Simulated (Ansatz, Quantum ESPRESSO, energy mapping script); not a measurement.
# Spin model of BaMnO2 in the infinite layer structure from collinear orders

Wanted: the magnetic order of BaMnO2 in the infinite layer structure, its couplings and an estimate of its ordering temperature, by PBE+U (4 eV).

Program: Ansatz 0.2.0. Level of theory: PBE with U = 4 eV on Mn d, ortho-atomic projectors; plane waves, U on orthogonalised atomic orbitals unless named otherwise, collinear spin, no spin–orbit coupling. Results are calculated unless marked as measured.

### 1. Set-up

The structure is tetragonal, space group P4/mmm (No. 123). The conventional cell has a = 4.130 Å, b = 4.130 Å, c = 3.715 Å, α = 90.00°, β = 90.00°, γ = 90.00°. Ba has 8 O at 2.78 Å nearest. Nearest to Mn lie 4 O at 2.07 Å. Nearest to O lie 2 Mn at 2.07 Å and 4 Ba at 2.78 Å. infinite layer prototype, lattice guessed from radii. Farther neighbours and most contacts between anions are not listed.

This cell was built for the study (infinite layer prototype, lattice guessed from radii), not taken from an experiment; the compound need not form in this structure.

The cell was relaxed beforehand in Ansatz under PBEsol with U = 4.2 eV on Mn d, ortho-atomic projectors, from parallel moments.

A Hubbard U penalises fractional filling of the shell. It raises the cost of virtual hops to the neighbours, so couplings that rest on such hops usually weaken.

### 2. One set of occupation matrices for all orders

A corrected shell can settle in several orbital fillings. One parallel run, with an occupation width a fifth wider than the orders use, therefore is to supply the occupation matrices. All orders start from them.

Input file input.yaml:

```yaml
crystal:
  lattice:
    - [4.13014972, 0.0, 0.0]
    - [0.0, 4.13014972, 0.0]
    - [0.0, 0.0, 3.714918336]
  atoms:
    - { symbol: Ba, position: [0.5, 0.5, 0.5] }
    - { symbol: Mn, position: [0.0, 0.0, 0.0], spin: 4.5 }
    - { symbol: O, position: [0.5, 0.0, 0.0] }
    - { symbol: O, position: [0.0, 0.5, 0.0] }
magnetization:
  spin_polarized: true
kpoints:
  mp_grid: { grid: [7, 7, 8] }
hamiltonian:
  xc: pbe
  hubbard:
    sites: [{ species: Mn, l: d, u_eff: 4.0 }]
    projectors: ortho-atomic
scf:
  occupations: { method: fermi_dirac, width: 0.06 }
output:
  eigenvalues: true
```

On the command line:

```bash
$ ansatz run input.yaml --threads 8 --pin off --max-ram 14336MiB --backend cpu --events-out ev --progress --plain --runs-dir out
```

Numbers of over 12 decimals in the logs are rounded to 6 here.

The program printed:

```text
Engine: ansatz 0.2.0, aarch64-unknown-linux-gnu
Pseudopotentials: kind: paw
Pseudopotential: Ba, paw, valence charge 10, recommended cutoff 420 eV (normal), Ba.paw.azcp
Pseudopotential: Mn, paw, valence charge 15, recommended cutoff 420 eV (normal), Mn.paw.azcp
Pseudopotential: O, paw, valence charge 6, recommended cutoff 420 eV (normal), O.paw.azcp
Functional definition: PBE
  parameter kappa = 0.804
  parameter beta = 0.066725
  exchange = pbe_x(kappa = kappa, mu = beta*pi^2/3)
  correlation = pbe_c(beta = beta)
Crystal: 4 atoms, lattice volume = 63.370 Å³
Basis set: ecut = 420 eV, 1229 PW (Γ)
Bands: 25, of which v1, the nominal top of the filled ones, is band 19 counted from 1 (18 counted from 0)
Symmetry: 16 space group operations
Space group: P4/mmm (ITA 123), of the structure as read, at distance tolerance 4.0e-5 Å
Magnetic group: BNS 123.339 (UNI 999), of the structure as read, at distance tolerance 4.0e-5 Å
k-points: 50 of 392
Non-local potential: Ba, projectors of the file, l = 0: 3, l = 1: 2, l = 2: 2, l = 3: 2
Non-local potential: Mn, projectors of the file, l = 0: 3, l = 1: 2, l = 2: 3, l = 3: 1
Non-local potential: O, projectors of the file, l = 0: 2, l = 1: 2, l = 2: 1
PAW form: soft (Blöchl's): semilocal exchange-correlation on the pseudo side does not see the compensation charge
PAW one-centre angular grid: Ba, 194 points (default); XC on 64 Gauss nodes
PAW one-centre angular grid: Mn, 590 points (default); XC on 64 Gauss nodes
PAW one-centre angular grid: O, 110 points (default); XC on 64 Gauss nodes
Initial density: superposition of atomic densities (chi_scale 0.1, normalization cell, long waves kept (reshape's long-wave potential 0.00 eV rms))
Starting moments: Σ|m| = 4.5 μB on 1 of 4 sites
Initial wavefunctions: pseudopotential atomic-orbital guess
Functional: x = pbe(κ = 0.804, μ = 0.219515), c = pbe(β = 0.066725)
SCF iter   1: F=—  HF=-10985.523341 eV  |F-HF|=—  |Δ(HF+E_count)|=         —  Δρ=5.82e-2 (↑5.82e-2 ↓5.20e-2)  dr2=6.19e0  dr2_m=8.63e-2  M=4.472 μB ∫|m|=4.592 μB  β_m=1.00  ethr=3.10e-3  ⟨swp⟩=8.7  Hψ=13628  notcnv=0
preconditioner: auto → Kerker (q_TF=auto, 2.494 Å⁻¹)  [metal: Δε(μ)=0.017 eV  Ē_g=11.133 eV  σ=0.060 eV  W_gap=0.07  n_scr=18 (ndim 8)  ℏωp=24.2 eV  f_vac=0.000  D(μ)=1.32/eV (n_scr^D=6)]
spin=Collinear: Kerker preconditioning applied to the charge; magnetization (m = ρ↑ − ρ↓) channel mixes plain (no charge-response kernel on spin).
SCF iter   2: F=—  HF=-10984.827130 eV  |F-HF|=—  |Δ(HF+E_count)|=   6.96e-1  Δρ=2.24e-2 (↑2.24e-2 ↓1.67e-2)  dr2=1.02e0  dr2_m=3.73e-2  M=4.558 μB ∫|m|=4.708 μB  β_m=1.00  ethr=3.10e-3  ⟨swp⟩=3.1  Hψ=5754  notcnv=0  defer=116
[...]
SCF iter  14: F=—  HF=-10984.706204 eV  |F-HF|=—  |Δ(HF+E_count)|=   8.15e-6  Δρ=5.29e-5 (↑5.29e-5 ↓2.98e-5)  dr2=3.84e-6  dr2_m=4.29e-7  M=4.505 μB ∫|m|=4.697 μB  β_m=0.99  ethr=1.44e-8  ⟨swp⟩=2.1  Hψ=4254  notcnv=0  defer=111
SCF iter  15: F=—  HF=-10984.706205 eV  |F-HF|=—  |Δ(HF+E_count)|=   8.34e-7  Δρ=1.68e-5 (↑1.68e-5 ↓1.05e-5)  dr2=7.32e-7  dr2_m=2.88e-8  M=4.503 μB ∫|m|=4.696 μB  β_m=1.00  ethr=1.04e-8  ⟨swp⟩=2.4  Hψ=4127  notcnv=0  defer=111
iter 16 met the thresholds in force, and the SCF goes on: an eigenvalue changes by 0.55 meV, over its tolerance of 0.50 meV (output.eigenvalues, Limitations)
SCF iter  16: F=-10984.706205 eV  HF=-10984.706205 eV  |F-HF|=5.07e-9  |Δ(HF+E_count)|=   1.78e-7  Δρ=4.99e-6 (↑4.99e-6 ↓3.14e-6)  dr2=3.63e-8  dr2_m=4.18e-9  M=4.502 μB ∫|m|=4.696 μB  β_m=1.00  ethr=2.70e-10  ⟨swp⟩=7.3  Hψ=12054  notcnv=0
SCF iter  17: F=-10984.706205 eV  HF=-10984.706205 eV  |F-HF|=3.26e-10  |Δ(HF+E_count)|=   4.94e-8  Δρ=1.64e-6 (↑1.64e-6 ↓9.40e-7)  dr2=3.51e-9  dr2_m=4.49e-10  M=4.503 μB ∫|m|=4.696 μB  ethr=9.82e-11  ⟨swp⟩=1.7  Hψ=7242  notcnv=0
SCF 1 converged in 17 iterations: F = -10984.706205 eV  dr2 = 3.51e-9
[...]
SCF converged after 17 iterations
an eigenvalue changed by more than its tolerance at an iteration that met the thresholds in force, so the SCF went on 1 time: the last check found none over its tolerance
Magnetization: 4.5029 μB (20.7515 up, 16.2485 down)
Absolute magnetization: 4.7056 μB (∫|ρ↑−ρ↓|, with the PAW one-centre terms)
Spin contamination: 0.1364 ħ² per cell (⟨S²⟩ above its minimum at these occupations)
Per-site moments (μB) at R_I (Å): [(0.00321092, 1.145732), (3.854784, 0.851843), (-0.00341506, 0.851843), (-0.00341506, 0.851843)]
Free energy (F): -10984.706205 eV
Harris-Foulkes:  -10984.706205 eV  (|F-HF|=3.26e-10)
Internal energy: -10984.693435 eV  (E = F + TS)
E sigma→0 (E₀):  -10984.699820 eV
Entropy (-TS):   -0.012770 eV (-3.192 meV/atom)
Fermi energy:    11.140857 eV
--- Per-component energies (eV) ---
  E_band       = -299.209432
  E_kinetic    = 819.256452
  E_local      = -3403.036594  (includes V_loc(G=0)·N_el)
  E_nonlocal   = 404.161737
  E_hartree    = 1384.983215
  E_xc         = -429.192793
  E_vxc        = -469.206870  (∫ρ·V_xc dr)
  E_hubbard    = 1.078927  (on-site DFT+U / exact-exchange correction)
  E_vhub       = -8.431546  (the Hubbard potential's part of the band-sum identity)
  E_paw        = -6846.476175  (= ΣΔE_a)
  E_vpaw       = -411.922490  (= ΣTr[D̂ρ^β])
  E_aug_tail   = 0.004822  (compensation charges beyond the density's cutoff)
  E_ewald      = -2915.473027
  E_smearing   = -0.012770  (= −TS)
  E_closure    = 0.000000  (closes the sum)
  Σ components = -10984.706205   (vs F -10984.706205, Δ=0.00e0)
--- Band table (eV; the first three rows and the last of 100) ---
  k-point 0 ↑: bands = [... 15 lower, 7.0982, 7.7354, 8.4685, 8.5367, 9.1378, 9.1378, 11.2043, 14.5194, ... 2 higher]
  k-point 1 ↑: bands = [... 15 lower, 7.0143, 7.7347, 8.1709, 8.3364, 9.0461, 9.0461, 11.4680, 14.9804, ... 2 higher]
  k-point 2 ↑: bands = [... 15 lower, 6.7777, 7.5565, 7.7331, 7.9132, 8.8777, 8.8777, 12.0896, 16.0672, ... 2 higher]
  k-point 49 ↓: bands = [... 15 lower, 9.3948, 10.9285, 13.8074, 14.3941, 14.4351, 15.0343, 16.2728, 16.3524, ... 2 higher]
Occupation matrices written to <dir>
```

It took 2.5 s on 8 threads of Arm Neoverse V2, shared host; peak memory 0.5 GiB; 17 s of CPU time.

Reading the cycles: dr2 is the Hartree energy of the density residual (eV), the measure of convergence; HF is the Harris–Foulkes estimate of the energy, which meets the free energy F at convergence.

Numbers from this step:

```yaml
final_state: ferromagnetic
electrons_in_the_corrected_shells: 5.295 e
largest_moment: 3.855 μB
```

### 3. Run 1 (parallel; cell A, 8 atoms)

Each cell gets its own parallel run on the same mesh, so that most of the mesh error cancels in the differences.

Input file input.yaml:

```yaml
crystal:
  lattice:
    - [4.13014972, 0.0, 0.0]
    - [0.0, 4.13014972, 3.714918336]
    - [0.0, -4.13014972, 3.714918336]
  atoms:
    - { symbol: Ba, position: [0.5, 0.5, 0.0] }
    - { symbol: Ba, position: [0.5, 0.0, 0.5] }
    - { symbol: Mn, position: [0.0, 0.0, 0.0], spin: 4.5 }
    - { symbol: Mn, position: [0.0, 0.5, 0.5], spin: 4.5 }
    - { symbol: O, position: [0.5, 0.0, 0.0] }
    - { symbol: O, position: [0.5, 0.5, 0.5] }
    - { symbol: O, position: [0.0, 0.25, 0.75] }
    - { symbol: O, position: [0.0, 0.75, 0.25] }
magnetization:
  spin_polarized: true
kpoints:
  mp_grid: { grid: [7, 6, 6] }
hamiltonian:
  xc: pbe
  hubbard:
    sites:
      - { species: Mn, l: d, u_eff: 4.0 }
      - { site: 2, l: d, u_eff: 4.0, starting_ns: [{ spin: up, occupation_matrix: mn2_major }, { spin: down, occupation_matrix: mn2_minor }] }
      - { site: 3, l: d, u_eff: 4.0, starting_ns: [{ spin: up, occupation_matrix: mn2_major }, { spin: down, occupation_matrix: mn2_minor }] }
    projectors: ortho-atomic
    occupation_matrices:
      mn2_major:
        matrix:
          - [0.957, 0.0, 0.0, 0.0, 0.0]
          - [0.0, 0.997, 0.0, 0.0, 0.0]
          - [0.0, 0.0, 0.997, 0.0, 0.0]
          - [0.0, 0.0, 0.0, 0.897, 0.0]
          - [0.0, 0.0, 0.0, 0.0, 0.998]
      mn2_minor:
        matrix:
          - [0.124, 0.0, 0.0, 0.0, 0.0]
          - [0.0, 0.044, 0.0, 0.0, 0.0]
          - [0.0, 0.0, 0.044, 0.0, 0.0]
          - [0.0, 0.0, 0.0, 0.167, 0.0]
          - [0.0, 0.0, 0.0, 0.0, 0.07]
scf:
  occupations: { method: fermi_dirac, width: 0.05 }
output:
  eigenvalues: true
```

The program printed:

```text
[...]
Crystal: 8 atoms, lattice volume = 126.739 Å³
Basis set: ecut = 420 eV, 2477 PW (Γ)
Bands: 50, of which v1, the nominal top of the filled ones, is band 37 counted from 1 (36 counted from 0)
Symmetry: 16 space group operations
[...]
k-points: 52 of 252
[...]
Starting moments: Σ|m| = 9 μB on 2 of 8 sites
[...]
SCF iter   1: F=—  HF=-21971.247048 eV  |F-HF|=—  |Δ(HF+E_count)|=         —  Δρ=5.83e-2 (↑5.83e-2 ↓5.53e-2)  dr2=1.33e1  dr2_m=1.48e-1  M=8.839 μB ∫|m|=9.068 μB  β_m=1.00  ethr=3.10e-3  ⟨swp⟩=9.8  Hψ=23933  notcnv=0  defer=16
[...]
SCF iter  14: F=-21969.408012 eV  HF=-21969.408012 eV  |F-HF|=2.64e-8  |Δ(HF+E_count)|=   7.19e-8  Δρ=4.21e-6 (↑4.21e-6 ↓3.59e-6)  dr2=9.65e-8  dr2_m=2.04e-9  M=8.988 μB ∫|m|=9.388 μB  ethr=1.35e-10  ⟨swp⟩=11.1  Hψ=24819  notcnv=0
SCF 1 converged in 14 iterations: F = -21969.408012 eV  dr2 = 9.65e-8
[...]
SCF converged after 14 iterations
Magnetization: 8.9879 μB (41.4939 up, 32.5061 down)
Absolute magnetization: 9.4087 μB (∫|ρ↑−ρ↓|, with the PAW one-centre terms)
[...]
Per-site moments (μB) at R_I (Å): [(0.00358076, 1.145732), (0.00358076, 1.145732), (3.849505, 0.851843), (3.849505, 0.851843), (-0.00679687, 0.851843), (-0.00679687, 0.851843), (-0.00572082, 0.851843), (-0.00572082, 0.851843)]
Free energy (F): -21969.408012 eV
[...]
Internal energy: -21969.393132 eV  (E = F + TS)
E sigma→0 (E₀):  -21969.400572 eV
Entropy (-TS):   -0.014879 eV (-1.860 meV/atom)
Fermi energy:    11.130153 eV
[...]
--- Specified on-site occupations, and those of the state reported ---
  electrons in the specified blocks: 10.5900 specified, 10.5882 found
  site 2 (l=d) ↑: largest change of an orbital's occupation 0.0039; electrons 4.8460 specified, 4.8417 found; spectral distance 0.0039
[...]
site 2 (l=d) ↓: largest change of an orbital's occupation 0.0029; electrons 0.4490 specified, 0.4524 found; spectral distance 0.0029
[...]
--- Band table (eV; the first three rows and the last of 104) ---
  k-point 0 ↑: bands = [... 33 lower, 8.4631, 8.5307, 8.5324, 8.5974, 8.8204, 8.9399, 9.1288, 9.1303, ... 9 higher]
  k-point 1 ↑: bands = [... 33 lower, 8.2880, 8.3290, 8.4800, 8.5622, 8.7986, 8.8465, 9.0682, 9.1095, ... 9 higher]
  k-point 2 ↑: bands = [... 33 lower, 7.8430, 8.3124, 8.4323, 8.4525, 8.6398, 8.9101, 9.0560, 9.1462, ... 9 higher]
  k-point 51 ↓: bands = [... 33 lower, 12.7830, 13.6705, 13.6908, 14.3300, 14.5835, 14.6045, 14.6289, 14.7899, ... 9 higher]
Occupation matrices written to <dir>
```

The job ended after 8.2 s (8 threads; peak memory 1 GiB).

Spin moment in the sphere by atom:

```
atom  spin moment in the sphere (μB)
 Ba1                            0.00
 Ba2                            0.00
 Mn3                            3.85
 Mn4                            3.85
  O5                           -0.01
  O6                           -0.01
  O7                           -0.01
  O8                           -0.01
```

The run ends ferromagnetic.

### 4. Compensated +− start in cell A (8 atoms)

This order reverses 2 of the 2 neighbours at 3.71 Å, 2 of the 4 neighbours at 4.13 Å and 4 of the 8 neighbours at 5.55 Å, counted for an average magnetic atom.

input.yaml: that of step 3 with these lines changed.

```diff
@@ -9,3 +9,3 @@
     - { symbol: Mn, position: [0.0, 0.0, 0.0], spin: 4.5 }
-    - { symbol: Mn, position: [0.0, 0.5, 0.5], spin: 4.5 }
+    - { symbol: Mn, position: [0.0, 0.5, 0.5], spin: -4.5 }
     - { symbol: O, position: [0.5, 0.0, 0.0] }
@@ -24,3 +24,3 @@
       - { site: 2, l: d, u_eff: 4.0, starting_ns: [{ spin: up, occupation_matrix: mn2_major }, { spin: down, occupation_matrix: mn2_minor }] }
-      - { site: 3, l: d, u_eff: 4.0, starting_ns: [{ spin: up, occupation_matrix: mn2_major }, { spin: down, occupation_matrix: mn2_minor }] }
+      - { site: 3, l: d, u_eff: 4.0, starting_ns: [{ spin: up, occupation_matrix: mn2_minor }, { spin: down, occupation_matrix: mn2_major }] }
     projectors: ortho-atomic
```

The program printed:

```text
[...]
Crystal: 8 atoms, lattice volume = 126.739 Å³
Basis set: ecut = 420 eV, 2477 PW (Γ)
Bands: 50, of which v1, the nominal top of the filled ones, is band 37 counted from 1 (36 counted from 0)
Symmetry: 8 space group operations
[...]
k-points: 52 of 252
[...]
Starting moments: Σ|m| = 9 μB on 2 of 8 sites
Starting magnetic order: antiferromagnet; a translation exchanges its spin sublattices: spin-degenerate at every k-point
[...]
SCF iter   1: F=—  HF=-21971.034181 eV  |F-HF|=—  |Δ(HF+E_count)|=         —  Δρ=5.58e-2 (↑5.58e-2 ↓5.58e-2)  dr2=1.27e1  dr2_m=1.67e-1  M=0.000 μB ∫|m|=9.072 μB  β_m=1.00  ethr=3.10e-3  ⟨swp⟩=7.2  Hψ=10948  notcnv=0  defer=46
[...]
SCF iter  16: F=-21969.260786 eV  HF=-21969.260786 eV  |F-HF|=1.11e-8  |Δ(HF+E_count)|=   6.80e-9  Δρ=1.35e-6 (↑1.35e-6 ↓1.35e-6)  dr2=1.97e-8  dr2_m=1.56e-10  M=0.000 μB ∫|m|=9.482 μB  ethr=1.35e-10  ⟨swp⟩=12.2  Hψ=12351  notcnv=0
SCF 1 converged in 16 iterations: F = -21969.260786 eV  dr2 = 1.97e-8
[...]
SCF converged after 16 iterations
Magnetization: 0.0000 μB (37.0000 up, 37.0000 down)
Absolute magnetization: 9.4886 μB (∫|ρ↑−ρ↓|, with the PAW one-centre terms)
[...]
Per-site moments (μB) at R_I (Å): [(-1.4364716608944412e-16, 1.145732), (1.4364716608944412e-16, 1.145732), (3.928078, 0.851843), (-3.928078, 0.851843), (0.018188, 0.851843), (-0.018188, 0.851843), (-3.921554442064233e-17, 0.851843), (2.905543618721205e-17, 0.851843)]
Free energy (F): -21969.260786 eV
[...]
Internal energy: -21969.246165 eV  (E = F + TS)
E sigma→0 (E₀):  -21969.253476 eV
Entropy (-TS):   -0.014622 eV (-1.828 meV/atom)
Fermi energy:    11.208041 eV
[...]
--- Specified on-site occupations, and those of the state reported ---
  electrons in the specified blocks: 10.5900 specified, 10.5487 found
[...]
--- Band table (eV; the first three rows and the last of 104) ---
  k-point 0 ↑: bands = [... 33 lower, 8.8762, 9.0989, 9.2694, 9.2799, 10.8728, 13.2481, 13.3474, 14.1098, ... 9 higher]
  k-point 1 ↑: bands = [... 33 lower, 8.7930, 9.0335, 9.2363, 9.2648, 11.1224, 13.2872, 13.3103, 14.1105, ... 9 higher]
  k-point 2 ↑: bands = [... 33 lower, 8.7048, 8.9228, 9.1669, 9.3670, 11.6189, 13.1766, 13.4352, 14.0616, ... 9 higher]
  k-point 51 ↓: bands = [... 33 lower, 8.8975, 9.0449, 9.4437, 11.0082, 12.4359, 13.3360, 13.6445, 14.5390, ... 9 higher]
Occupation matrices written to <dir>
```

Run time: 4.5 s. Hardware: 8 threads; peak memory 0.96 GiB.

Spin moment in the sphere by atom:

```
atom  spin moment in the sphere (μB)
 Ba1                            0.00
 Ba2                            0.00
 Mn3                            3.93
 Mn4                           -3.93
  O5                            0.02
  O6                           -0.02
  O7                            0.00
  O8                            0.00
```

The run ends antiferromagnetic, 73.55 meV a magnetic atom above the parallel order of its cell (energies taken at zero occupation width, not the printed F).

### 5. Run 3 (parallel; cell B, 8 atoms)

A new cell needs its own zero of energy.

This run holds the same structure in another cell (a 4.130 → 3.715 Å, b 5.555 → 4.130 Å, c 5.555 → 8.260 Å, α 96.1 → 90.0°).

Input file input.yaml:

```yaml
crystal:
  lattice:
    - [0.0, 0.0, 3.714918336]
    - [4.13014972, 0.0, 0.0]
    - [0.0, 8.26029944, 0.0]
  atoms:
    - { symbol: Ba, position: [0.5, 0.5, 0.25] }
    - { symbol: Ba, position: [0.5, 0.5, 0.75] }
    - { symbol: Mn, position: [0.0, 0.0, 0.0], spin: 4.5 }
    - { symbol: Mn, position: [0.0, 0.0, 0.5], spin: 4.5 }
    - { symbol: O, position: [0.0, 0.5, 0.0] }
    - { symbol: O, position: [0.0, 0.5, 0.5] }
    - { symbol: O, position: [0.0, 0.0, 0.25] }
    - { symbol: O, position: [0.0, 0.0, 0.75] }
magnetization:
  spin_polarized: true
kpoints:
  mp_grid: { grid: [8, 7, 4] }
hamiltonian:
  xc: pbe
  hubbard:
    sites:
      - { species: Mn, l: d, u_eff: 4.0 }
      - { site: 2, l: d, u_eff: 4.0, starting_ns: [{ spin: up, occupation_matrix: mn2_major }, { spin: down, occupation_matrix: mn2_minor }] }
      - { site: 3, l: d, u_eff: 4.0, starting_ns: [{ spin: up, occupation_matrix: mn2_major }, { spin: down, occupation_matrix: mn2_minor }] }
    projectors: ortho-atomic
    occupation_matrices:
      mn2_major:
        matrix:
          - [0.957, 0.0, 0.0, 0.0, 0.0]
          - [0.0, 0.997, 0.0, 0.0, 0.0]
          - [0.0, 0.0, 0.997, 0.0, 0.0]
          - [0.0, 0.0, 0.0, 0.897, 0.0]
          - [0.0, 0.0, 0.0, 0.0, 0.998]
      mn2_minor:
        matrix:
          - [0.124, 0.0, 0.0, 0.0, 0.0]
          - [0.0, 0.044, 0.0, 0.0, 0.0]
          - [0.0, 0.0, 0.044, 0.0, 0.0]
          - [0.0, 0.0, 0.0, 0.167, 0.0]
          - [0.0, 0.0, 0.0, 0.0, 0.07]
scf:
  occupations: { method: fermi_dirac, width: 0.05 }
output:
  eigenvalues: true
```

The program printed:

```text
[...]
Crystal: 8 atoms, lattice volume = 126.739 Å³
Basis set: ecut = 420 eV, 2479 PW (Γ)
Bands: 50, of which v1, the nominal top of the filled ones, is band 37 counted from 1 (36 counted from 0)
Symmetry: 16 space group operations
[...]
k-points: 60 of 224
[...]
Starting moments: Σ|m| = 9 μB on 2 of 8 sites
[...]
k-point 0 ↑: bands = [... 33 lower, 7.7370, 7.7574, 8.4621, 8.5292, 9.1289, 9.1289, 9.3284, 9.3521, ... 9 higher]
  k-point 1 ↑: bands = [... 33 lower, 7.8811, 8.1727, 8.3638, 8.6417, 9.0052, 9.1817, 9.2350, 9.2574, ... 9 higher]
  k-point 2 ↑: bands = [... 33 lower, 8.0856, 8.1668, 8.1668, 8.9455, 8.9455, 9.0681, 9.0681, 9.3110, ... 9 higher]
  k-point 59 ↓: bands = [... 33 lower, 11.5737, 13.7250, 13.7250, 14.1616, 14.1616, 14.3784, 14.3784, 14.8010, ... 9 higher]
Occupation matrices written to <dir>
[key lines of the parts left out:]
SCF converged after 15 iterations
Magnetization: 8.9574 μB (41.4787 up, 32.5213 down)
Free energy (F): -21969.404789 eV
Fermi energy:    11.123430 eV
```

The job ended after 9.2 s (8 threads; peak memory 1.1 GiB).

The run ends ferromagnetic. For each magnetic atom its energy differs from the parallel run of the first cell by 1.94 meV, an error that one common reference would have brought in.

(Part 1 of 2 ends here.)

[Logs and program files are shortened in this print: banners, set-up blocks, solver, clock and traceback lines can be left out without a mark of their own.]

[Logs are printed without paths, hosts, clocks, repeated set-up lines and the standing remarks that a program may print on its own settings, such as how far it seeks lower states.]

[Hosts, paths, dates, database ids (printed as entryN), source tags and the programs' standing remarks are cut or masked in the printed files.]

[Where a cell is said to come from a database of computed structures, the database is the Materials Project.]
